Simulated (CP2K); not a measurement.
The C K edge of 3-fluorocarbonylpyrrole was computed by TDDFT (CP2K XAS_TDP, aug-cc-pVDZ, TDA) at these levels: PBE0, PBEh(45%) and PBEh(45%) + GW2X. The first three lines of C2 (bonded to C, F and O) with a strength over 0.0015, energy in eV and strength:

```
run           first          second           third
  1  290.45 (0.069)  295.11 (0.038)  295.85 (0.005)
  2  283.76 (0.070)  288.42 (0.039)  289.16 (0.012)
  3  278.56 (0.052)  281.82 (0.003)  282.15 (0.005)
```

**Question.** Which run is which?

Run 1: PBEh(45%) + GW2X (45 % exact exchange). Run 2: PBEh(45%) (45 % exact exchange). Run 3: PBE0 (25 % exact exchange). Self-interaction lifts the core level, so the uncorrected lines rise with the share of exact exchange. The GW2X run keeps the spacings of its parent: 4.66 eV between the first two lines in run 1, 4.66 eV in run 2. Its shift is +6.69 eV, since the Kohn–Sham level at this share of exchange lies that far above the quasiparticle level.

[Banner, clock and machine lines of the logs are left out without a mark of their own.]

[Logs are printed without paths, hosts, clocks, repeated set-up lines and the standing remarks that a program may print on its own settings, such as how far it seeks lower states.]

[Hosts, paths, dates, database ids (printed as entryN), source tags and the programs' standing remarks are cut or masked in the printed files.]
